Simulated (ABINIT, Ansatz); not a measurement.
# AlGa3N4 (P-43m): bands and cutoff in G0W0 with ABINIT

What does each rung of G0W0 on AlGa3N4 (P-43m) cost, and what does it buy?

Calculated with ABINIT 10.8.3; PBEsol and many-body steps on it, plane waves.

**1. Starting point**

It takes space group P-43m (No. 215, cubic). The conventional cell has a = 4.472 Å, b = 4.472 Å, c = 4.472 Å, α = 90.00°, β = 90.00°, γ = 90.00°. Nearest to Al lie 4 N at 1.89 Å. Nearest to Ga lie 4 N at 1.95 Å. Nearest to N lie 1 Al at 1.89 Å and 3 Ga at 1.95 Å. Farther neighbours and most contacts between anions are not listed.

The cell and positions are those that the Materials Project relaxed with its own functionals (PBE, PBE+U or r2SCAN), kept fixed.

**2. Empty states on the mesh, 2×2×2 mesh, 206 bands**

This step: ABINIT 10.8.3; DFT, PBEsol, plane waves, norm-conserving pseudopotentials.

The sums over transitions need many empty states on a uniform mesh; this step solves for them.

run.abi reads:

```
acell 3*1.0 Angstrom
rprim 
  4.471685360000 0.000000000000 0.000000000000
  0.000000000000 4.471685360000 0.000000000000
  0.000000000000 0.000000000000 4.471685360000
ntypat 3
znucl 13 31 7
natom 8
typat 1 2 2 2 3 3 3 3
xred 
  0.000000000000 0.000000000000 0.000000000000
  0.500000000000 0.500000000000 0.000000000000
  0.500000000000 0.000000000000 0.500000000000
  0.000000000000 0.500000000000 0.500000000000
  0.755714420000 0.755714420000 0.244285580000
  0.755714420000 0.244285580000 0.755714420000
  0.244285580000 0.755714420000 0.755714420000
  0.244285580000 0.244285580000 0.244285580000
pp_dirpath "pseudos"
pseudos "Al.upf, Ga.upf, N.upf"
ecut 45
ngkpt 2 2 2
nshiftk 1
shiftk 0 0 0
kptopt 1
chksymbreak 0
iscf -2
irdden 1
istwfk *1
nband 206
nbdbuf 18
tolwfr 1e-09
nstep 60
prtvol 0
indata_prefix "in"
outdata_prefix "out"
tmpdata_prefix "tmp"
```

On the command line:

```bash
$ OMP_NUM_THREADS=1 mpirun -n 4 abinit run.abi > log
```

Numbers of over 12 decimals in the logs are rounded to 6 here.

The program printed:

```text
.Version 10.8.3 of ABINIT. v10.8.2 released Aug 2026.

 Symmetries : space group P-4 3 m (#215); Bravais cP (primitive cubic)
[... echo of the input left out ...]
== DATASET  1 ==================================================================
-   mpi_nproc: 4, omp_nthreads: 1 (-1 if OMP is not activated)

--- !DatasetInfo
iteration_state: {dtset: 1, }
dimensions: {natom: 8, nkpt: 4, mband: 206, nsppol: 1, nspinor: 1, nspden: 1, mpw: 8744, }
cutoff_energies: {ecut:  45.0, pawecutdg:  -1.0, }
[...]
2.80964    2.80964    2.81777    2.81777    2.81777    2.84547    2.84547    2.84547
   2.84950    2.84950    2.88491    2.88491    2.93025    2.94577    2.94577    2.94578
   2.99036    2.99040    2.99095    3.03644    3.03751    3.04664
 prteigrs : prtvol=0 or 1, do not print more k-points.

== END DATASET(S) ==============================================================
================================================================================

 -outvars: echo values of variables after computation  --------
            nband         206
             nkpt           4
          spgroup         215
 [... the other variables as echoed above ...]

 Calculation completed.
```

The job ended after 3.2 min (4 MPI ranks of Intel Xeon Platinum 8259CL at 2.50GHz (Skylake/Cascade Lake), shared host; peak memory 0.54 GiB).

Numbers from this step:

```yaml
gap: 2.296 eV
k_of_the_valence_top: 0, 0, 0
k_of_the_conduction_bottom: 0, 0, 0
least_direct_gap: 2.296 eV
k_points_computed: 4
lowest_point_of_the_top_converged_band_above_the_valence_top: 70.2220 eV
```

On this mesh the gap is 2.296 eV.

The density comes from a self-consistent run that is not shown.

**3. Screening, 2×2×2 mesh, 61 bands, screening to 62.6 eV**

The RPA dielectric matrix is built and inverted for each q.

This step: RPA screening on PBEsol, plane waves, norm-conserving pseudopotentials.

Edit run.abi of step 2 so:

```diff
@@ -26,10 +26,11 @@
 chksymbreak 0
-iscf -2
-irdden 1
 istwfk *1
-nband 206
-nbdbuf 18
-tolwfr 1e-09
-nstep 60
-prtvol 0
+occopt 1
+irdwfk 1
+optdriver 3
+nband 61
+ecuteps 2.3
+inclvkb 2
+awtr 1
+symchi 1
 indata_prefix "in"
```

The program printed:

```text
.Version 10.8.3 of ABINIT. v10.8.2 released Aug 2026.

 Symmetries : space group P-4 3 m (#215); Bravais cP (primitive cubic)
[... echo of the input left out ...]
== DATASET  1 ==================================================================
-   mpi_nproc: 4, omp_nthreads: 1 (-1 if OMP is not activated)

--- !DatasetInfo
iteration_state: {dtset: 1, }
dimensions: {natom: 8, nkpt: 4, mband: 61, nsppol: 1, nspinor: 1, nspden: 1, mpw: 8744, }
cutoff_energies: {ecut:  45.0, pawecutdg:  -1.0, }
electrons: {nelect:   8.60000000E+01, charge:   0.00000000E+00, occopt:   1.00000000E+00, tsmear:   1.00000000E-02, }

 SCREENING: Calculation of the susceptibility and dielectric matrices

 Based on a program developped by R.W. Godby, V. Olevano, G. Onida, and L. Reining.
 Incorporated in ABINIT by V. Olevano, G.-M. Rignanese, and M. Torrent.
.Using double precision arithmetic ; gwpc =  8

[... cell and pseudopotentials left out ...]
--------------------------------------------------------------------------------

 ==== K-mesh for the wavefunctions ====
 Number of points in the irreducible wedge :     4
[... list of points left out ...]
 Together with 24 symmetry operations and time-reversal symmetry
 yields     8 points in the full Brillouin Zone.

 ==== Q-mesh for the screening function ====
 Number of points in the irreducible wedge :     4
[... list of points left out ...]
 Together with 24 symmetry operations and time-reversal symmetry
 yields     8 points in the full Brillouin Zone.

 setmesh: FFT mesh size selected  =    32x   32x   32
          total number of points  =        32768

 vcoul_init : cutoff-mode = AUXILIARY_FUNCTION
 q-points for optical limit:   1
     1)      0.000010    0.000020    0.000030

- screening: taking advantage of time-reversal symmetry
- Maximum band index for partially occupied states nbvw = 43
- Remaining bands to be divided among processors   nbcw = 18
- Number of bands treated by each node ~4

 Number of electrons calculated from density =   86.0000; Expected =   86.0000
 average of density, n =  0.142524
 r_s =    1.1876
 omega_plasma =   36.4166 [eV]

 calculating chi0 at frequencies [eV] :
  1    0.000000E+00    0.000000E+00
  2    0.000000E+00    3.641662E+01

--------------------------------------------------------------------------------
  q-point number  1        q = ( 0.000000, 0.000000, 0.000000) [r.l.u.]
--------------------------------------------------------------------------------
[... chi0 elements left out ...]
 For q-point:  0.000010 0.000020 0.000030
  dielectric constant =   8.1784
  dielectric constant without local fields =   8.4931

  Average fulfillment of the sum rule on Im[epsilon] for q-point    1 :     10.67  [%]
[... wings left out ...]
  q-point number  2        q = ( 0.500000, 0.000000, 0.000000) [r.l.u.]
--------------------------------------------------------------------------------
[... chi0 elements left out ...]
  Average fulfillment of the sum rule on Im[epsilon] for q-point    2 :     16.80  [%]

 [... 2 further q-points ...]
```

Elapsed: 21 s, on 4 MPI ranks; peak memory 1.1 GiB; 83 s of CPU time.

Numbers from this step:

* ε∞ with local fields, on this mesh, along the program's q direction: 8.178
* the same without local fields: 8.493
* plasma frequency: 36.42 eV
* plane waves in the screening matrix: 93

Local fields lower ε∞ by 4 %. On a Γ-centred mesh this coarse the value itself is usually too large, while a short band sum pulls it down.

**4. 61 bands, 62.6 eV**

The self-energy is evaluated for the states that the input lists, and the levels follow from it, in one-shot runs by the linearised quasiparticle equation.

This step: G0W0 on PBEsol, plane waves, norm-conserving pseudopotentials.

Edit run.abi of step 3 so:

```diff
@@ -29,8 +29,15 @@
 irdwfk 1
-optdriver 3
+optdriver 4
 nband 61
+gwcalctyp 0
+ecutsigx 45
+symsigma 1
+nkptgw 1
+kptgw 
+  0.0000000000 0.0000000000 0.0000000000
+bdgw 
+  41 47
 ecuteps 2.3
-inclvkb 2
-awtr 1
-symchi 1
+irdscr 1
+ppmodel 1
 indata_prefix "in"
```

The program printed:

```text
.Version 10.8.3 of ABINIT. v10.8.2 released Aug 2026.

 Symmetries : space group P-4 3 m (#215); Bravais cP (primitive cubic)
[... echo of the input left out ...]
== DATASET  1 ==================================================================
-   mpi_nproc: 4, omp_nthreads: 1 (-1 if OMP is not activated)

--- !DatasetInfo
iteration_state: {dtset: 1, }
dimensions: {natom: 8, nkpt: 4, mband: 61, nsppol: 1, nspinor: 1, nspden: 1, mpw: 8744, }
cutoff_energies: {ecut:  45.0, pawecutdg:  -1.0, }
electrons: {nelect:   8.60000000E+01, charge:   0.00000000E+00, occopt:   1.00000000E+00, tsmear:   1.00000000E-02, }

 SIGMA: Calculation of the GW corrections

 Based on a program developped by R.W. Godby, V. Olevano, G. Onida, and L. Reining.
 Incorporated in ABINIT by V. Olevano, G.-M. Rignanese, and M. Torrent.
.Using double precision arithmetic ; gwpc =  8

[... cell and pseudopotentials left out ...]
--------------------------------------------------------------------------------

 ==== K-mesh for the wavefunctions ====
 Number of points in the irreducible wedge :     4
[... list of points left out ...]
 Together with 24 symmetry operations and time-reversal symmetry
 yields     8 points in the full Brillouin Zone.

 ==== Q-mesh for screening function ====
 Number of points in the irreducible wedge :     4
[... list of points left out ...]
 Together with 24 symmetry operations and time-reversal symmetry
 yields     8 points in the full Brillouin Zone.

 vcoul_init : cutoff-mode = AUXILIARY_FUNCTION
 q-points for optical limit:   1
     1)      0.000010    0.000020    0.000030
 setmesh: FFT mesh size selected  =    54x   54x   54
          total number of points  =       157464

 Number of electrons calculated from density =   86.0000; Expected =   86.0000
 average of density, n =  0.142524
 r_s =    1.1876
 omega_plasma =   36.4166 [eV]

 === KS Band Gaps ===
  >>>> For spin  1
   Minimum direct gap =   2.2961 [eV], located at k-point      :   0.0000  0.0000  0.0000
   Fundamental gap    =   2.2961 [eV], Top of valence bands at :   0.0000  0.0000  0.0000
                                       Bottom of conduction at :   0.0000  0.0000  0.0000
 SIGMA fundamental parameters:
 PLASMON POLE MODEL  1
 number of plane-waves for SigmaX                 8709
 number of plane-waves for SigmaC and W             93
 number of plane-waves for wavefunctions          8709
 number of bands                                    61
 number of independent spin polarizations            1
 number of spinorial components                      1
 number of k-points in IBZ                           4
 number of q-points in IBZ                           4
 number of symmetry operations                      24
 number of k-points in BZ                            8
 number of q-points in BZ                            8
 number of frequencies for dSigma/dE                 9
 frequency step for dSigma/dE [eV]                0.25
 number of omega for Sigma on real axis              0
 max omega for Sigma on real axis  [eV]           0.00
 zcut for avoiding poles [eV]                     0.10

 EPSILON^-1 parameters (SCR file):
 dimension of the eps^-1 matrix on file             93
 dimension of the eps^-1 matrix used                93
 number of plane-waves for wavefunctions          8709
 number of bands                                    61
 number of q-points in IBZ                           4
 number of frequencies                               2
 number of real frequencies                          1
 number of imag frequencies                          1

 matrix elements of self-energy operator (all in [eV])

 Perturbative Calculation

--- !SelfEnergy_ee
iteration_state: {dtset: 1, }
kpoint     : [   0.000,    0.000,    0.000, ]
spin       : 1
KS_gap     :    2.296
QP_gap     :    3.408
Delta_QP_KS:    1.112
data: !SigmaeeData |
     Band     E0 <VxcDFT>   SigX SigC(E0)      Z dSigC/dE  Sig(E)    E-E0       E
       41   6.453 -18.191 -21.692   4.124   0.794  -0.260 -17.697   0.494   6.948
       42   6.453 -18.191 -21.692   4.124   0.794  -0.260 -17.697   0.494   6.948
       43   6.453 -18.191 -21.692   4.124   0.794  -0.260 -17.697   0.494   6.948
       44   8.749 -13.984  -9.310  -2.724   0.824  -0.214 -12.378   1.606  10.356
       45   9.814 -11.751  -7.185  -2.795   0.840  -0.190 -10.263   1.488  11.302
       46   9.814 -11.751  -7.185  -2.795   0.840  -0.190 -10.263   1.488  11.302
       47   9.814 -11.751  -7.185  -2.795   0.840  -0.190 -10.263   1.488  11.302

== END DATASET(S) ==============================================================
================================================================================

 -outvars: echo values of variables after computation  --------
           etotal      0.0000000000E+00
            nband          61
             nkpt           4
          spgroup         215
 [... the other variables as echoed above ...]

 Calculation completed.
```

Run time: 10 s. Hardware: 4 MPI ranks; peak memory 1 GiB.

Numbers from this step:

```
G0W0 gap on the points computed              : 3.408 eV
starting gap on the mesh                     : 2.296 eV
k of the valence top                         : 0, 0, 0
k of the conduction bottom                   : 0, 0, 0
Z at the valence top                         : 0.794
Z at the conduction bottom                   : 0.824
least direct G0W0 gap on the computed points : 3.408 eV
```

The gap on the mesh goes from 2.30 eV to 3.41 eV, a correction of +1.11 eV.

**5. Screening, 2×2×2 mesh, 102 bands, screening to 114.3 eV**

This step: RPA screening on PBEsol, plane waves, norm-conserving pseudopotentials.

Edit run.abi of step 4 so:

```diff
@@ -29,15 +29,8 @@
 irdwfk 1
-optdriver 4
-nband 61
-gwcalctyp 0
-ecutsigx 45
-symsigma 1
-nkptgw 1
-kptgw 
-  0.0000000000 0.0000000000 0.0000000000
-bdgw 
-  41 47
-ecuteps 2.3
-irdscr 1
-ppmodel 1
+optdriver 3
+nband 102
+ecuteps 4.2
+inclvkb 2
+awtr 1
+symchi 1
 indata_prefix "in"
```

The program printed:

```text
.Version 10.8.3 of ABINIT. v10.8.2 released Aug 2026.

 Symmetries : space group P-4 3 m (#215); Bravais cP (primitive cubic)
[... echo of the input left out ...]
== DATASET  1 ==================================================================
-   mpi_nproc: 4, omp_nthreads: 1 (-1 if OMP is not activated)

--- !DatasetInfo
iteration_state: {dtset: 1, }
dimensions: {natom: 8, nkpt: 4, mband: 102, nsppol: 1, nspinor: 1, nspden: 1, mpw: 8744, }
cutoff_energies: {ecut:  45.0, pawecutdg:  -1.0, }
electrons: {nelect:   8.60000000E+01, charge:   0.00000000E+00, occopt:   1.00000000E+00, tsmear:   1.00000000E-02, }

 SCREENING: Calculation of the susceptibility and dielectric matrices

 Based on a program developped by R.W. Godby, V. Olevano, G. Onida, and L. Reining.
 Incorporated in ABINIT by V. Olevano, G.-M. Rignanese, and M. Torrent.
.Using double precision arithmetic ; gwpc =  8

[... cell and pseudopotentials left out ...]
--------------------------------------------------------------------------------

 ==== K-mesh for the wavefunctions ====
 Number of points in the irreducible wedge :     4
[... list of points left out ...]
 Together with 24 symmetry operations and time-reversal symmetry
 yields     8 points in the full Brillouin Zone.

 ==== Q-mesh for the screening function ====
 Number of points in the irreducible wedge :     4
[... list of points left out ...]
 Together with 24 symmetry operations and time-reversal symmetry
 yields     8 points in the full Brillouin Zone.

 setmesh: FFT mesh size selected  =    36x   36x   36
          total number of points  =        46656

 vcoul_init : cutoff-mode = AUXILIARY_FUNCTION
 q-points for optical limit:   1
     1)      0.000010    0.000020    0.000030

- screening: taking advantage of time-reversal symmetry
- Maximum band index for partially occupied states nbvw = 43
- Remaining bands to be divided among processors   nbcw = 59
- Number of bands treated by each node ~14

 Number of electrons calculated from density =   86.0000; Expected =   86.0000
 average of density, n =  0.142524
 r_s =    1.1876
 omega_plasma =   36.4166 [eV]

 calculating chi0 at frequencies [eV] :
  1    0.000000E+00    0.000000E+00
  2    0.000000E+00    3.641662E+01

--------------------------------------------------------------------------------
  q-point number  1        q = ( 0.000000, 0.000000, 0.000000) [r.l.u.]
--------------------------------------------------------------------------------
[... chi0 elements left out ...]
 For q-point:  0.000010 0.000020 0.000030
  dielectric constant =   8.0707
  dielectric constant without local fields =   8.6517

  Average fulfillment of the sum rule on Im[epsilon] for q-point    1 :     24.83  [%]
[... wings left out ...]
  q-point number  2        q = ( 0.500000, 0.000000, 0.000000) [r.l.u.]
--------------------------------------------------------------------------------
[... chi0 elements left out ...]
  Average fulfillment of the sum rule on Im[epsilon] for q-point    2 :     29.31  [%]

 [... 2 further q-points ...]
```

Run time: 57 s. Hardware: 4 MPI ranks; peak memory 1.4 GiB.

Numbers from this step:

```yaml
eps_infinity_with_local_fields_on_this_mesh_along_the_program_s_q_direction: 8.071
the_same_without_local_fields: 8.652
plasma_frequency: 36.42 eV
plane_waves_in_the_screening_matrix: 251
```

(Continued in part 2 of 2.)

[Paths, hosts, dates, memory and timing lines, banners, echoed tables and standing remarks are left out of the program output.]

[Logs are printed without paths, hosts, clocks, repeated set-up lines and the standing remarks that a program may print on its own settings, such as how far it seeks lower states.]

[Runs of the session that timed out or met a known fault of the program may be left out.]

[No measured gap is set beside runs whose start may be inverted or whose files or cutoffs have a known fault.]

[Hosts, paths, dates, database ids (printed as entryN), source tags and the programs' standing remarks are cut or masked in the printed files.]

[G0W0 gaps are taken among the corrected bands and points alone; a level outside them can change the order at an edge.]

[Where Ansatz stands beside ABINIT at settings called matched, ABINIT's density can come from a denser mesh and the files from another edition; pairs whose starting gaps differed by over 0.03 eV were left out, so agreement reads better than it is.]
